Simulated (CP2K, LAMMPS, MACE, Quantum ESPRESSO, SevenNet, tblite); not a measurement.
# Bulk modulus two ways: glassy 50P2O5-25K2O-25CaO (mol %) (76 atoms), MACE MP-0b2 small

The cell holds 76 atoms (16 P, 8 K, 4 Ca and 48 O). Recipe: 76 atoms (16 P, 8 K, 4 Ca, 48 O) placed at random at 2.56 g/cm³, melted at 4000 K for 10 ps at fixed volume with the Morse and Coulomb pair potential with partial charges (Pedone, Malavasi, Menziani, Cormack and Segre, J. Phys. Chem. B 110, 11780 (2006)). Quenched from 4000 K to 300 K at 8 K/ps and fixed volume, held 10 ps at zero pressure. Then the atoms were relaxed with SevenNet 0 in the fixed cell.

Calculated with MACE MP-0b2 small: MACE MP-0b2 small, trained on PBE(+U) plane-wave data, no dispersion term. The cell is scaled evenly by ±3 % in volume, and SevenNet 0 relaxes the atoms at each volume before the single point.

| volume (Å³/atom) | energy less the middle row's (meV/atom) | pressure (GPa) |
| --- | --- | --- |
| 14.743 | 0.410 | 0.795 |
| 15.199 | 0.000 | -0.199 |
| 15.655 | 1.862 | -1.086 |

Task: Find the bulk modulus at the middle volume from the pressures and from the energies, and check the printed pressure against the slope of the energy (1 meV/Å³ = 0.16022 GPa).

Worked:

The step is h = 0.4560 Å³. From pressures: B = −V dP/dV = 15.199 × (0.795 − (-1.086)) / (2 × 0.4560) = 31.4 GPa.

From energies: B = V d²E/dV² = 15.199 × (0.410 + (1.862)) / 0.4560² = 166.1 meV/Å³ = 26.6 GPa.

Slope: P = −dE/dV = −(1.862 − (0.410)) / (2 × 0.4560) = -1.59 meV/Å³ = -0.26 GPa, against -0.20 GPa printed.

The modulus from energies lies 15 % under that from pressures.

A central difference over ±3 % overstates P by about B(1 + B′)(0.03)²/6, some 0.02 GPa for B′ = 4. The atoms follow SevenNet 0, so this level's forces do work along the path, which enters the energies but not the printed pressures.

Limits: three points, a static cell at zero temperature, the cell shape held.

[Hosts, paths, dates, database ids (printed as entryN), source tags and the programs' standing remarks are cut or masked in the printed files.]
